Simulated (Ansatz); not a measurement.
**TiPt3 (Pm-3m): Drude plasma energy against volume**

The cell of TiPt3 (Pm-3m) is scaled evenly and the response computed anew at each volume, on one mesh. The atoms keep their fractional positions.

The structure is cubic, space group Pm-3m (No. 221). Conventional cell: a = 3.897 Å, b = 3.897 Å, c = 3.897 Å, α = 90.00°, β = 90.00°, γ = 90.00°. Pt on site c has 8 Pt at 2.76 Å and 4 Ti at 2.76 Å as nearest neighbours. Ti on site a has 12 Pt at 2.76 Å as nearest neighbours.

Method: Ansatz 0.2.0, LDA, independent particles, k-mesh 10×10×10 with interpolation inside its cells, Gaussian parameter 0.1 eV.

Launch of the response step: `ansatz run input.yaml --threads 4 --pin off --max-ram 8192MiB --backend cpu --events-out ev --progress --plain --runs-dir out`. The series took 15.0 min in all, on 4 threads of Intel(R) Xeon(R) Processor @ 2.50GHz (Skylake/Cascade Lake), on a shared host.

| V/V₀ | V (Å³, primitive cell) | Drude plasma energy (eV) |
| --- | --- | --- |
| 0.94 | 55.63 | 2.907 |
| 0.96 | 56.81 | 2.830 |
| 0.98 | 58.00 | 2.750 |
| 1.00 | 59.18 | 2.671 |
| 1.02 | 60.37 | 2.604 |
| 1.04 | 61.55 | 2.545 |
| 1.06 | 62.73 | ? |

For small changes the quantity should be close to linear in ln V.

Working, on the rows shown:

| x = ln(V/V₀) | y = Drude plasma energy |
| --- | --- |
| -0.0618754 | 2.907 |
| -0.040822 | 2.83 |
| -0.0202027 | 2.75 |
| 0 | 2.671 |
| 0.0198026 | 2.604 |
| 0.0392207 | 2.545 |

Means: x̄ = -0.010646, ȳ = 2.7178. Σ(x − x̄)(y − ȳ) = -0.02597, Σ(x − x̄)² = 0.007154. Slope = -0.02597 / 0.007154 = -3.63; intercept = ȳ − slope · x̄ = 2.6792. The line misses the rows shown by at most 0.0082 eV.

**Question.** Predict the last column of the withheld row from the fit.

**Answer.** At x = 0.058269 the line gives y = 2.4677 eV. The run gave 2.486 eV, so the extrapolation is off by 0.018 eV, 4 % of the range in the table.

Between the rows on either side of x = 0 the slope is (2.604 − 2.75) / (0.019803 − (-0.020203)) = -3.65. So d ln ωp/d ln V = -1.37; free electrons would give −0.50. The cell comes from an older database entry, whose edges can be off by a per cent or so. The values come from a sum over the points of one k-mesh and carry its error, which is largest for Fermi-surface quantities. Spin-orbit coupling is left out.
